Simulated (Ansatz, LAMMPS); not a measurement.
# Gap against volume in glassy 53P2O5-24SrO-24Li2O (mol %) (83 atoms)

Density of this cell: 2.58 g/cm³. The cell holds 83 atoms: 18 P, 4 Sr, 8 Li and 53 O. Its edges and angles: a = 11.088 Å, b = 10.346 Å, c = 10.353 Å, α = 90.7°, β = 99.6°, γ = 85.9°. The starting structure: 83 atoms (18 P, 4 Sr, 8 Li, 53 O) placed at random at 2.74 g/cm³, melted at 4000 K for 10 ps at fixed volume with the Morse and Coulomb pair potential with partial charges (Pedone, Malavasi, Menziani, Cormack and Segre, J. Phys. Chem. B 110, 11780 (2006)). Quenched from 4000 K to 300 K at 20 K/ps and fixed volume, held 10 ps at zero pressure, then minimised at fixed cell.

Calculated with Ansatz 0.2.0: Kohn-Sham DFT, PBE, PAW (set soft_2), plane waves; cutoff 420 eV, Γ point, fixed occupations. The relaxed cell was scaled evenly and the atoms were relaxed at each volume. The gap is that between the highest filled and the lowest empty Kohn-Sham level on the run's k-points.

| volume (Å³/atom) | gap (eV) |
| --- | --- |
| 12.664 | 4.166 |
| 13.227 | 4.077 |
| 13.649 | 4.141 |
| 14.071 | 4.111 |
| 14.493 | ? |
| 14.915 | 4.057 |

**Question.** Fit a straight line in ln V to the rows given and interpolate to the withheld row.

Worked fit:

A volume deformation potential makes the spacing linear in u = ln(V/V0), with V0 = 14.071 Å³ the relaxed volume; v is the spacing.

| u = ln(V/V0) | v (eV) |
| --- | --- |
| -0.105361 | 4.1657 |
| -0.0618756 | 4.0774 |
| -0.0304594 | 4.1408 |
| 0 | 4.1108 |
| 0.0582692 | 4.057 |

With n = 5: mean u = -0.0278853, mean v = 4.11034, Σ(u − ū)² = 0.015365, Σ(u − ū)(v − v̄) = -0.0078305. Slope b = -0.0078305 / 0.015365 = -0.50964; intercept a = v̄ − b ū = 4.0961.

At the withheld volume u = 0.02956, and v = a + b u.

Prediction at 14.493: 4.081 eV. The run gave 4.112 eV, so the fit is low by 0.031 eV (0.75 % of the value).

The rows follow a line only loosely (correlation 0.65 in size over all rows, under the 0.97 asked here), so the slope of -0.51 eV is a mean trend and no deformation potential. Among the rows given, the largest miss of the fit is at 13.227, by 0.050 eV (46 % of the range of the table).

Limits: The table spans 16 % in volume, wide for a linear law. Semilocal functionals tend to put gaps under measured ones. Only the Γ point is sampled. Defect or tail levels can set the spacing of a disordered cell.

[Hosts, paths, dates, database ids (printed as entryN), source tags and the programs' standing remarks are cut or masked in the printed files.]
